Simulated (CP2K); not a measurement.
Consider methyl isocyanate at its PBE geometry (Å).

```xyz
7

C    -0.9124    0.0374    0.0175
N     0.4614    0.4809    0.0840
C     1.5711    0.0086   -0.0170
O     2.7121   -0.3162   -0.0931
H    -1.1213   -0.4650   -0.9374
H    -1.5702    0.9086    0.1048
H    -1.1407   -0.6542    0.8411
```

Method: CP2K XAS_TDP, all-electron GAPW, PBEh(45%), aug-cc-pVDZ, TDA, no relativity.

Where do the C K-edge lines lie, and how strong are they?

Leading lines: C1 285.20 eV and C3 284.22 eV. The leading line of an atom is its first one with 35 % of the strongest within 2.5 eV of its lowest line over the strength cut. 

The first six lines of each atom with a strength over 0.0015:

```tsv
atom	energy (eV)	states	strength, one atom
C1 (bonded to N and 3 H)	284.80	1	0.0109
	285.20	1	0.0314
	285.72	1	0.0233
	285.96	1	0.0221
	286.38	1	0.0056
	287.61	1	0.0040
C3 (bonded to N and O)	284.22	1	0.0733
	285.31	1	0.0757
	287.48	1	0.0023
	289.25	1	0.0021
	291.60	1	0.0019
	294.33	1	0.0071
```

Lines are vertical, at one geometry, with no vibrational structure. Without a correction of the core level, line positions, and the gaps between valence and Rydberg lines, follow the share of exact exchange. At this level such K lines come out 3 to 6 eV under measured ones. These values hold no scalar relativity, about 0.1 eV for C 1s. Rydberg lines, and the discretised continuum above threshold, depend on the basis and the box.

[Banner, clock and machine lines of the logs are left out without a mark of their own.]

[Logs are printed without paths, hosts, clocks, repeated set-up lines and the standing remarks that a program may print on its own settings, such as how far it seeks lower states.]

[Hosts, paths, dates, database ids (printed as entryN), source tags and the programs' standing remarks are cut or masked in the printed files.]
